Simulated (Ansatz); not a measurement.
## Finding the fault: (6,6) carbon nanotube bundle (120 atoms)

Program: Ansatz 0.2.0. The cell: 120 C.

The input, input.yaml:

```yaml
crystal:
  lattice:
    - [11.43761, 0.0, 0.0]
    - [-5.71881, 9.90526, 0.0]
    - [0.0, 0.0, 12.13617]
  atoms:
    - { symbol: C, position: [0.3833, 0.07084, 0.10675] }
    - { symbol: C, position: [0.40183, 0.13956, 0.00675] }
    - { symbol: C, position: [0.40183, 0.26228, 0.20675] }
    - { symbol: C, position: [0.3833, 0.31245, 0.10675] }
    - { symbol: C, position: [0.31245, 0.3833, 0.10675] }
    - { symbol: C, position: [0.26228, 0.40183, 0.20675] }
    - { symbol: C, position: [0.13956, 0.40183, 0.00675] }
    - { symbol: C, position: [0.07084, 0.3833, 0.10675] }
    - { symbol: C, position: [0.92916, 0.31245, 0.10675] }
    - { symbol: C, position: [0.86044, 0.26228, 0.20675] }
    - { symbol: C, position: [0.73772, 0.13956, 0.00675] }
    - { symbol: C, position: [0.68755, 0.07084, 0.10675] }
    - { symbol: C, position: [0.6167, 0.92916, 0.10675] }
    - { symbol: C, position: [0.59817, 0.86044, 0.20675] }
    - { symbol: C, position: [0.59817, 0.73772, 0.20675] }
    - { symbol: C, position: [0.6167, 0.68755, 0.10675] }
    - { symbol: C, position: [0.68755, 0.6167, 0.10675] }
    - { symbol: C, position: [0.73772, 0.59817, 0.20675] }
    [... 96 atom lines left out ...]
    - { symbol: C, position: [0.86044, 0.59817, 0.80675] }
    - { symbol: C, position: [0.92916, 0.6167, 0.90675] }
    - { symbol: C, position: [0.07084, 0.68755, 0.90675] }
    - { symbol: C, position: [0.13956, 0.73772, 0.80675] }
    - { symbol: C, position: [0.26228, 0.86044, 0.80675] }
    - { symbol: C, position: [0.31245, 0.92916, 0.90675] }
kpoints:
  mp_grid: { grid: [2, 2, 1] }
hamiltonian:
  xc: pbe
  dispersion: d4
scf:
  occupations: { method: fermi_dirac, width: 0.05 }
  eigensolver: { kind: { support_functions: { accuracy: medium, radius: 2.95 } } }
  max_iter: 150
output:
  forces: true
  eigenvalues: true
```

Command:

```bash
> ansatz run input.yaml --threads 4 --pin off --max-ram 8192MiB --backend cpu --events-out ev --progress --plain --runs-dir out
```

Log:

```text
Warning: scf.eigensolver.kind.support_functions: disabling space-group detection — the functions' gradient is summed over unrotated k-points, so no spatial operation reduces the k-mesh or symmetrises the density; time reversal is kept, so that k and −k are solved as one point where they differ and the mesh holds both, and exact exchange and, on two spinor components, a DFT+U term hold to it where the run has them: [...]
settings of this run that can trade accuracy for cost: scf.eigensolver.kind.support_functions [...]
Engine: ansatz 0.2.0, aarch64-unknown-linux-gnu
Pseudopotentials: kind: paw
Pseudopotential: C, paw, valence charge 4, recommended cutoff 420 eV (normal), C.paw.azcp
[... 5 lines on functional and potentials left out ...]
Error: SCF: the radius of support functions is under 3.30 Å, the least for these sites at the functions' level (scf.eigensolver.kind.support_functions.accuracy). Use scf.eigensolver.kind: auto, or type scf.eigensolver.kind.support_functions.radius at least as long, [...]
```

Elapsed: 2.7 s, on 4 threads of Arm Neoverse V1, shared host; peak memory 0.23 GiB.

Q: Name the fault and the fix.

A radius under the least that the level allows: support_functions.radius = 2.95.

The fix is to use a longer radius.

The run ended with an error.

[Logs are printed without paths, hosts, clocks, repeated set-up lines and the standing remarks that a program may print on its own settings, such as how far it seeks lower states.]

[Hosts, paths, dates, database ids (printed as entryN), source tags and the programs' standing remarks are cut or masked in the printed files.]
